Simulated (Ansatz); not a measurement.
## AgSbSe3 (model cell, started as cubic perovskite with Sb in the octahedra): from the cell to its phonons

Task: relax AgSbSe3 (model cell, started as cubic perovskite with Sb in the octahedra), then find its harmonic phonons.

Method: DFT PBEsol, scalar-relativistic, plane waves, PAW; PAW set soft_1, in Ansatz 0.2.0.

The structure was built from a prototype and need not be the compound's stable phase.

**1. Set-up**

The structure is cubic, space group Pm-3m (No. 221). The conventional cell has a = 5.057 Å, b = 5.057 Å, c = 5.057 Å, α = 90.00°, β = 90.00°, γ = 90.00°. Nearest to Ag lie 12 Se at 3.58 Å. Nearest to Sb lie 6 Se at 2.53 Å. Se has 2 Sb at 2.53 Å nearest. Farther neighbours and most contacts between anions are not listed.

**2. Bringing the structure to rest**

Harmonic phonons are second derivatives at a point where the forces vanish, and they are wanted at zero stress, so atoms and cell are relaxed first.

input.yaml

```yaml
crystal:
  lattice:
    - [5.0568, 0.0, 0.0]
    - [0.0, 5.0568, 0.0]
    - [0.0, 0.0, 5.0568]
  atoms:
    - { symbol: Ag, position: [0.0, 0.0, 0.0] }
    - { symbol: Sb, position: [0.5, 0.5, 0.5] }
    - { symbol: Se, position: [0.5, 0.5, 0.0] }
    - { symbol: Se, position: [0.5, 0.0, 0.5] }
    - { symbol: Se, position: [0.0, 0.5, 0.5] }
kpoints:
  mp_grid: { grid: [8, 8, 8] }
hamiltonian:
  xc: pbesol
  pseudopotentials: { kind: paw, azcp: { folder: soft_1 }, xc_functional: pbe }
scf:
  occupations: { method: gaussian, width: 0.1 }
output:
  forces: true
  stress: true
  eigenvalues: true
relax:
  adjacent_minimum: "off"
  f_tol: 0.005
  max_steps: 80
  cell: { stress_tol: 0.05 }
```

On the command line:

```sh
ansatz run input.yaml --threads 4 --pin off --max-ram 16384MiB --backend cpu --events-out ev --progress --plain --runs-dir out
```

Numbers of over 12 decimals in the logs are rounded to 6 here.

Log:

```text
Engine: ansatz 0.2.0, aarch64-unknown-linux-gnu
Pseudopotentials: kind: paw
Pseudopotential: Ag, paw, valence charge 19, recommended cutoff 420 eV (normal), soft_1/Ag.paw.azcp
Pseudopotential: Sb, paw, valence charge 15, recommended cutoff 420 eV (normal), soft_1/Sb.paw.azcp
Pseudopotential: Se, paw, valence charge 16, recommended cutoff 420 eV (normal), soft_1/Se.paw.azcp
Functional definition: PBEsol
  exchange = pbesol_x
  correlation = pbesol_c
Crystal: 5 atoms, lattice volume = 129.309 Å³
Basis set: ecut = 420 eV, 2517 PW (Γ), exchange–correlation on 72×72×72 points (8 copies of the dense FFT grid, shifted against one another)
Bands: 50, of which v1, the nominal top of the filled ones, is band 41 counted from 1 (40 counted from 0)
Symmetry: 48 space group operations
Space group: Pm-3m (ITA 221), of the structure as read, at distance tolerance 5.1e-5 Å
k-points: 35 of 512
Non-local potential: Ag, projectors of the file, l = 0: 3, l = 1: 2, l = 2: 2, l = 3: 1
Non-local potential: Sb, projectors of the file, l = 0: 2, l = 1: 2, l = 2: 2, l = 3: 1
Non-local potential: Se, projectors of the file, l = 0: 2, l = 1: 2, l = 2: 3, l = 3: 1
PAW form: soft (Blöchl's): semilocal exchange-correlation on the pseudo side does not see the compensation charge
PAW frozen core: Ag, regenerated for the run's functional, and the local potential with it (the file was generated under x = pbe(κ = 0.804, μ = 0.219515), c = pbe(β = 0.066725))
PAW frozen core: Sb, regenerated for the run's functional, and the local potential with it (the file was generated under x = pbe(κ = 0.804, μ = 0.219515), c = pbe(β = 0.066725))
PAW frozen core: Se, regenerated for the run's functional, and the local potential with it (the file was generated under x = pbe(κ = 0.804, μ = 0.219515), c = pbe(β = 0.066725))
PAW one-centre angular grid: Ag, 590 points (default); XC on 64 Gauss nodes
PAW one-centre angular grid: Sb, 590 points (default); XC on 64 Gauss nodes
PAW one-centre angular grid: Se, 590 points (default); XC on 64 Gauss nodes
Initial density: superposition of atomic densities (chi_scale 0.1, normalization cell, long waves kept (reshape's long-wave potential 0.01 eV rms))
Initial wavefunctions: pseudopotential atomic-orbital guess
Functional: x = pbesol(κ = 0.804, μ = 0.123457), c = pbesol(β = 0.046)
SCF iter   1: F=—  HF=-30200.695407 eV  |F-HF|=—  |Δ(HF+E_count)|=         —  Δρ=3.80e-2  dr2=2.36e0  ethr=3.10e-3  ⟨swp⟩=6.9  Hψ=6841  notcnv=0  defer=21
preconditioner: auto → LDOS  [metal: Δε(μ)=0.017 eV  Ē_g=9.916 eV  σ=0.100 eV  W_gap=0.09  n_scr=32 (ndim 8)  ℏωp=19.0 eV  f_vac=0.029  D(μ)=4.73/eV (n_scr^D=32)  β→1.0]
SCF iter   2: F=—  HF=-30200.493457 eV  |F-HF|=—  |Δ(HF+E_count)|=   2.02e-1  Δρ=4.18e-2  dr2=1.75e0  ethr=2.88e-3  ⟨swp⟩=3.0  Hψ=3864  notcnv=0  defer=88
SCF iter   3: F=—  HF=-30199.977316 eV  |F-HF|=—  |Δ(HF+E_count)|=   5.16e-1  Δρ=4.89e-3  dr2=3.28e-2  ethr=2.14e-3  ⟨swp⟩=2.8  Hψ=3727  notcnv=0  defer=88
SCF iter   4: F=—  HF=-30199.972398 eV  |F-HF|=—  |Δ(HF+E_count)|=   4.92e-3  Δρ=7.57e-4  dr2=8.97e-4  ethr=4.00e-5  ⟨swp⟩=2.0  Hψ=3321  notcnv=0  defer=88
SCF iter   5: F=—  HF=-30199.972800 eV  |F-HF|=—  |Δ(HF+E_count)|=   4.02e-4  Δρ=2.19e-4  dr2=4.97e-5  ethr=1.09e-6  ⟨swp⟩=2.0  Hψ=2955  notcnv=0  defer=88
SCF iter   6: F=—  HF=-30199.972868 eV  |F-HF|=—  |Δ(HF+E_count)|=   6.81e-5  Δρ=5.40e-5  dr2=2.32e-6  ethr=6.06e-8  ⟨swp⟩=2.0  Hψ=2955  notcnv=0  defer=88
SCF iter   7: F=—  HF=-30199.972871 eV  |F-HF|=—  |Δ(HF+E_count)|=   3.27e-6  Δρ=1.41e-5  dr2=1.99e-7  ethr=2.83e-9  ⟨swp⟩=2.0  Hψ=2943  notcnv=0  defer=88
SCF iter   8: F=-30199.972871 eV  HF=-30199.972871 eV  |F-HF|=1.68e-9  |Δ(HF+E_count)|=   1.91e-7  Δρ=3.26e-6  dr2=1.42e-8  ethr=1.22e-10  ⟨swp⟩=11.8  Hψ=8457  notcnv=0
SCF 1 converged in 8 iterations: F = -30199.972871 eV  dr2 = 1.42e-8
  greatest PAW one-centre occupation: 1.001 electrons in one spin orbital (limit 2), on the Ag atom at site 0 (counted from 0), in its partial waves of l = 0
relax step   1: F+E_penalty+E_count = -30199.97287110 eV  Δ(F+E_penalty+E_count) = +0.000e0 eV  max|allowed force component| = 3.300e-29 eV/Å  Δτ_max = 0.0000 Å  P = +5.406 GPa  Ω = 129.309 Å³  (8 SCF iters, dr2 threshold 1.00e-7 eV, accepted)
Crystal: 5 atoms, lattice volume = 143.241 Å³
Basis set: ecut = 420 eV, 2801 PW (Γ), exchange–correlation on 72×72×72 points (8 copies of the dense FFT grid, shifted against one another)
Initial density: handed on by an earlier stage of this run
Initial wavefunctions: those handed on with the density
iter 1 solved again at ethr=1.74e-5 eV; its pass at ethr=3.10e-3 eV (dr2=1.43e-2 eV) is discarded
SCF iter   1: F=—  HF=-30200.177197 eV  |F-HF|=—  |Δ(HF+E_count)|=         —  Δρ=2.74e-3  dr2=1.43e-2  ethr=1.74e-5  ⟨swp⟩=2.3  Hψ=11034  notcnv=0
preconditioner: auto → LDOS  [metal: Δε(μ)=0.041 eV  Ē_g=9.062 eV  σ=0.100 eV  W_gap=0.22  n_scr=32 (ndim 8)  ℏωp=18.1 eV  f_vac=0.048  D(μ)=5.22/eV (n_scr^D=32)  β→1.0]
SCF iter   2: F=—  HF=-30200.173843 eV  |F-HF|=—  |Δ(HF+E_count)|=   3.35e-3  Δρ=3.80e-4  dr2=3.18e-4  ethr=1.74e-5  ⟨swp⟩=2.3  Hψ=2696  notcnv=0
SCF iter   3: F=—  HF=-30200.173906 eV  |F-HF|=—  |Δ(HF+E_count)|=   6.27e-5  Δρ=1.74e-4  dr2=4.11e-5  ethr=3.88e-7  ⟨swp⟩=2.0  Hψ=3049  notcnv=0
SCF iter   4: F=—  HF=-30200.173873 eV  |F-HF|=—  |Δ(HF+E_count)|=   3.31e-5  Δρ=6.48e-5  dr2=4.16e-6  ethr=5.02e-8  ⟨swp⟩=2.0  Hψ=3150  notcnv=0
SCF iter   5: F=-30200.173871 eV  HF=-30200.173871 eV  |F-HF|=1.04e-7  |Δ(HF+E_count)|=   1.72e-6  Δρ=1.53e-5  dr2=2.29e-7  ethr=6.10e-10  ⟨swp⟩=8.8  Hψ=9677  notcnv=0
SCF 2 converged in 5 iterations: F = -30200.173871 eV  dr2 = 2.29e-7
relax step   2: F+E_penalty+E_count = -30200.17387100 eV  Δ(F+E_penalty+E_count) = -2.010e-1 eV  max|allowed force component| = 1.332e-29 eV/Å  Δτ_max = 0.0000 Å  P = -0.226 GPa  Ω = 143.241 Å³  energy of the carried Pulay correction = -2.083e-3 eV  (5 SCF iters, dr2 threshold 5.00e-7 eV, accepted)
Crystal: 5 atoms, lattice volume = 142.626 Å³
iter 1 solved again at ethr=9.08e-8 eV; its pass at ethr=3.10e-3 eV (dr2=7.45e-5 eV) is discarded
SCF iter   1: F=—  HF=-30200.174396 eV  |F-HF|=—  |Δ(HF+E_count)|=         —  Δρ=1.07e-4  dr2=2.48e-5  ethr=9.08e-8  ⟨swp⟩=3.0  Hψ=8595  notcnv=0
preconditioner: auto → LDOS  [metal: Δε(μ)=0.046 eV  Ē_g=9.108 eV  σ=0.100 eV  W_gap=0.25  n_scr=32 (ndim 8)  ℏωp=18.1 eV  f_vac=0.045  D(μ)=5.16/eV (n_scr^D=32)  β→1.0]
SCF iter   2: F=—  HF=-30200.174462 eV  |F-HF|=—  |Δ(HF+E_count)|=   6.63e-5  Δρ=1.79e-5  dr2=4.55e-7  ethr=3.02e-8  ⟨swp⟩=2.0  Hψ=2468  notcnv=0
SCF iter   3: F=—  HF=-30200.174462 eV  |F-HF|=—  |Δ(HF+E_count)|=   7.85e-8  Δρ=1.19e-5  dr2=1.62e-7  ethr=1.55e-10  ⟨swp⟩=9.2  Hψ=9875  notcnv=0
SCF iter   4: F=-30200.174462 eV  HF=-30200.174462 eV  |F-HF|=4.85e-8  |Δ(HF+E_count)|=   2.49e-7  Δρ=3.99e-6  dr2=1.83e-8  ethr=1.55e-10  ⟨swp⟩=5.1  Hψ=7315  notcnv=0
SCF 3 converged in 4 iterations: F = -30200.174462 eV  dr2 = 1.83e-8
relax step   3: F+E_penalty+E_count = -30200.17446176 eV  Δ(F+E_penalty+E_count) = -5.908e-4 eV  max|allowed force component| = 2.080e-29 eV/Å  Δτ_max = 0.0000 Å  P = -0.036 GPa  Ω = 142.626 Å³  energy of the carried Pulay correction = -1.995e-3 eV  (4 SCF iters, dr2 threshold 1.27e-7 eV, accepted)
Initial wavefunctions: pseudopotential atomic-orbital guess (no wavefunctions were taken with the density)
iter 1 solved again at ethr=1.30e-7 eV; its pass at ethr=3.10e-3 eV (dr2=1.07e-4 eV) is discarded
SCF iter   1: F=—  HF=-30200.162584 eV  |F-HF|=—  |Δ(HF+E_count)|=         —  Δρ=1.18e-3  dr2=6.16e-5  ethr=1.30e-7  ⟨swp⟩=4.0  Hψ=12371  notcnv=0
preconditioner: auto → LDOS  [metal: Δε(μ)=0.047 eV  Ē_g=9.110 eV  σ=0.100 eV  W_gap=0.26  n_scr=32 (ndim 8)  ℏωp=18.1 eV  f_vac=0.045  D(μ)=5.16/eV (n_scr^D=32)  β→1.0]
SCF iter   2: F=—  HF=-30200.176141 eV  |F-HF|=—  |Δ(HF+E_count)|=   1.36e-2  Δρ=5.84e-5  dr2=1.09e-5  ethr=7.51e-8  ⟨swp⟩=2.2  Hψ=2352  notcnv=0
SCF iter   3: F=—  HF=-30200.176140 eV  |F-HF|=—  |Δ(HF+E_count)|=   4.44e-7  Δρ=2.96e-5  dr2=1.61e-6  ethr=1.33e-8  ⟨swp⟩=2.0  Hψ=2349  notcnv=0
SCF iter   4: F=—  HF=-30200.176140 eV  |F-HF|=—  |Δ(HF+E_count)|=   1.06e-7  Δρ=1.92e-5  dr2=4.71e-7  ethr=1.96e-9  ⟨swp⟩=2.0  Hψ=3178  notcnv=0
SCF iter   5: F=—  HF=-30200.176140 eV  |F-HF|=—  |Δ(HF+E_count)|=   1.83e-7  Δρ=3.40e-6  dr2=1.15e-8  ethr=5.75e-10  ⟨swp⟩=2.0  Hψ=3180  notcnv=0
SCF iter   6: F=—  HF=-30200.176140 eV  |F-HF|=—  |Δ(HF+E_count)|=   1.35e-8  Δρ=1.22e-6  dr2=1.74e-9  ethr=1.41e-11  ⟨swp⟩=2.0  Hψ=3184  notcnv=0
SCF iter   7: F=—  HF=-30200.176140 eV  |F-HF|=—  |Δ(HF+E_count)|=  2.07e-10  Δρ=2.17e-7  dr2=6.22e-11  ethr=2.12e-12  ⟨swp⟩=2.1  Hψ=3103  notcnv=0
SCF iter   8: F=-30200.176140 eV  HF=-30200.176140 eV  |F-HF|=7.28e-12  |Δ(HF+E_count)|=  8.73e-11  Δρ=2.57e-8  dr2=1.22e-12  ethr=1.00e-12  ⟨swp⟩=5.1  Hψ=5713  notcnv=0
SCF 4 converged in 8 iterations: F = -30200.176140 eV  dr2 = 1.22e-12
relax step   4: F+E_penalty+E_count = -30200.17614010 eV  Δ(F+E_penalty+E_count) = -1.678e-3 eV  max|allowed force component| = 2.945e-29 eV/Å  Δτ_max = 0.0000 Å  P = -0.043 GPa  Ω = 142.626 Å³  stress off target by 4.34e-2 GPa  SCF on the basis re-selected at this cell (its energy is not comparable with the rows above)  (8 SCF iters)
basis re-selected at this cell: Δ(F+E_penalty+E_count) = -1.678e-3 eV, ΔP = -0.008 GPa vs the last step (what re-selecting the basis moved, of the pressure what is left beyond the Pulay correction that the steps carried, after the strain that the cell walked since its last selection, with what the two solves' SCF thresholds leave and, on support functions, any second-order correction that the steps lacked; it is no m [...]
SCF converged after 8 iterations
Free energy (F): -30200.176140 eV
Harris-Foulkes:  -30200.176140 eV  (|F-HF|=7.28e-12)
Internal energy: -30200.150345 eV  (E = F + TS)
E sigma→0 (E₀):  -30200.163243 eV
Entropy (-TS):   -0.025795 eV (-5.159 meV/atom)
Fermi energy:    6.709929 eV
--- Per-component energies (eV) ---
  E_band       = -1814.409532
  E_kinetic    = 961.448757
  E_local      = -13044.340108  (includes V_loc(G=0)·N_el)
  E_nonlocal   = -627.740656
  E_hartree    = 6441.320521
  E_xc         = -504.392539
  E_vxc        = -555.098068  (∫ρ·V_xc dr)
  E_paw        = -14618.755904  (= ΣΔE_a)
  E_vpaw       = -1431.319938  (= ΣTr[D̂ρ^β])
  E_aug_tail   = -0.000498  (compensation charges beyond the density's cutoff)
  E_ewald      = -8811.369869
  E_core_change = 3.679951  (= ΣΔE_core)
  E_smearing   = -0.025795  (= −TS)
  E_closure    = -0.000000  (closes the sum)
  Σ components = -30200.176140   (vs F -30200.176140, Δ=0.00e0)
--- Forces (eV/Å), atoms counted from 1 ---
  atom   1  Ag     0.00000000     0.00000000    -0.00000000
  atom   2  Sb     0.00000000     0.00000000     0.00000000
  atom   3  Se    -0.00000000     0.00000000     0.00000000
  atom   4  Se    -0.00000000    -0.00000000     0.00000000
  atom   5  Se    -0.00000000     0.00000000    -0.00000000
  max |Σ_I F_I| component: 4.21e-29 eV/Å
--- Stress (GPa, compression-positive) ---
       -0.043446       0.000000       0.000000
        0.000000      -0.043446      -0.000000
        0.000000      -0.000000      -0.043446
  P = ⅓ Tr σ = -0.0434 GPa (-0.434 kbar)
--- Band table (eV; the first three rows and the last of 35) ---
  k-point 0: bands = [... 37 lower, 5.9941, 5.9941, 6.0467, 6.0467, 6.0467, 7.1055, 12.1716, 12.1716, ... 5 higher]
  k-point 1: bands = [... 37 lower, 5.8948, 5.8948, 6.0294, 6.0628, 6.0628, 7.5431, 12.2007, 12.3465, ... 5 higher]
  k-point 2: bands = [... 37 lower, 5.6227, 5.6227, 5.9906, 6.1475, 6.1475, 8.2977, 11.4975, 12.2761, ... 5 higher]
  k-point 34: bands = [... 37 lower, 5.4487, 7.1321, 7.2600, 7.2600, 7.2600, 7.5986, 7.5986, 7.5986, ... 5 higher]
--- Relaxed structure (3 steps of the walk, 3 accepted, 1 SCFs on fresh bases) ---
  F+E_penalty+E_count = -30200.17614010 eV   max|allowed force component| = 2.945e-29 eV/Å   (the final SCF, on the basis selected at the relaxed cell)
  cell:  # Å, volume = 142.6257 Å³
    - [5.224755, 0, 0]
    - [0, 5.224755, 0]
    - [0, 0, 5.224755]
  atoms:
    - { symbol: Ag, position: [0, 0, 0] }
    - { symbol: Sb, position: [0.500000, 0.500000, 0.500000] }
    - { symbol: Se, position: [0.500000, 0.500000, 0] }
    - { symbol: Se, position: [0.500000, 0, 0.500000] }
    - { symbol: Se, position: [0, 0.500000, 0.500000] }
```

Elapsed: 16 s, on 4 threads of Arm Neoverse V1, shared host; peak memory 0.61 GiB; 62 s of CPU time.

Step by step:

```
step  energy less that of the first step (eV)  largest force component (eV/Å)  pressure (GPa)  volume (Å³)
   1                                   0.0000                          0.0000            5.41       129.31
   2                                  -0.2010                          0.0000           -0.23       143.24
   3                                  -0.2016                          0.0000           -0.04       142.63
  4*                                  -0.2033                          0.0000           -0.04       142.63
```

Relaxation steps marked * repeat the geometry before them on a plane-wave basis chosen anew for their cell, so energy and pressure can jump there.

Forces are held to the 48 operations that the run works with; a distortion that breaks them can't arise in this run.

```
conventional cell, symmetrised  before  after   change
                         a (Å)   5.057  5.225   +3.3 %
                         b (Å)   5.057  5.225   +3.3 %
                         c (Å)   5.057  5.225   +3.3 %
              volume (Å³/atom)   25.86  28.53  +10.3 %
```

The relaxed structure:

```
Ag Sb Se
1.0
     5.22475    0.00000    0.00000
     0.00000    5.22475    0.00000
     0.00000    0.00000    5.22475
Ag Sb Se
1 1 3
Cartesian
  0.0000 0.0000 0.0000
  2.6124 2.6124 2.6124
  2.6124 2.6124 0.0000
  2.6124 0.0000 2.6124
  0.0000 2.6124 2.6124
```

Numbers from this step:

| Quantity | Value |
| --- | --- |
| pressure | -0.04345 GPa |
| volume per atom | 28.53 Å³ |
| gap on the k-mesh | 0 eV |

In this step the volume went from 25.86 to 28.53 Å³/atom.

**3. Bringing the structure to rest**

The relaxation is repeated from its end on the same settings, as a check that it has come to rest.

Changes to input.yaml since step 2:

```diff
@@ -2,5 +2,5 @@
   lattice:
-    - [5.0568, 0.0, 0.0]
-    - [0.0, 5.0568, 0.0]
-    - [0.0, 0.0, 5.0568]
+    - [5.2247545114, 0.0, 0.0]
+    - [0.0, 5.2247545114, 0.0]
+    - [0.0, 0.0, 5.2247545114]
   atoms:
@@ -22,2 +22,6 @@
   eigenvalues: true
+  write_density: true
+  write_potential: true
+  elf: true
+  volumetric_format: npy
 relax:
```

Log:

```text
[...]
Crystal: 5 atoms, lattice volume = 142.626 Å³
Basis set: ecut = 420 eV, 2801 PW (Γ), exchange–correlation on 72×72×72 points (8 copies of the dense FFT grid, shifted against one another)
Bands: 50, of which v1, the nominal top of the filled ones, is band 41 counted from 1 (40 counted from 0)
Symmetry: 48 space group operations
[...]
k-points: 35 of 512
[...]
--- Relaxed structure (1 steps of the walk, 1 accepted, 1 SCFs on fresh bases) ---
[...]
cell:  # Å, volume = 142.6257 Å³
    - [5.2247545114, 0.0, 0.0]
    - [0.0, 5.2247545114, 0.0]
    - [0.0, 0.0, 5.2247545114]
  atoms:
    - { symbol: Ag, position: [0.0, 0.0, 0.0] }
    - { symbol: Sb, position: [0.5, 0.5, 0.5] }
    - { symbol: Se, position: [0.5, 0.5, 0.0] }
    - { symbol: Se, position: [0.5, 0.0, 0.5] }
    - { symbol: Se, position: [0.0, 0.5, 0.5] }
[key lines of the parts left out:]
SCF converged after 5 iterations
Free energy (F): -30200.176140 eV
Fermi energy:    6.709931 eV
P = ⅓ Tr σ = -0.0434 GPa (-0.434 kbar)
```

Wall time 9.7 s (4 threads); peak memory 0.61 GiB; 37 s of CPU time.

Little changed from the start: no atom moved by 0.005 Å and no cell edge by 0.1 %.

In this step the volume went from 28.53 to 28.53 Å³/atom.

(Continued in part 2 of 3.)

[Logs are printed without paths, hosts, clocks, repeated set-up lines and the standing remarks that a program may print on its own settings, such as how far it seeks lower states.]

[Hosts, paths, dates, database ids (printed as entryN), source tags and the programs' standing remarks are cut or masked in the printed files.]
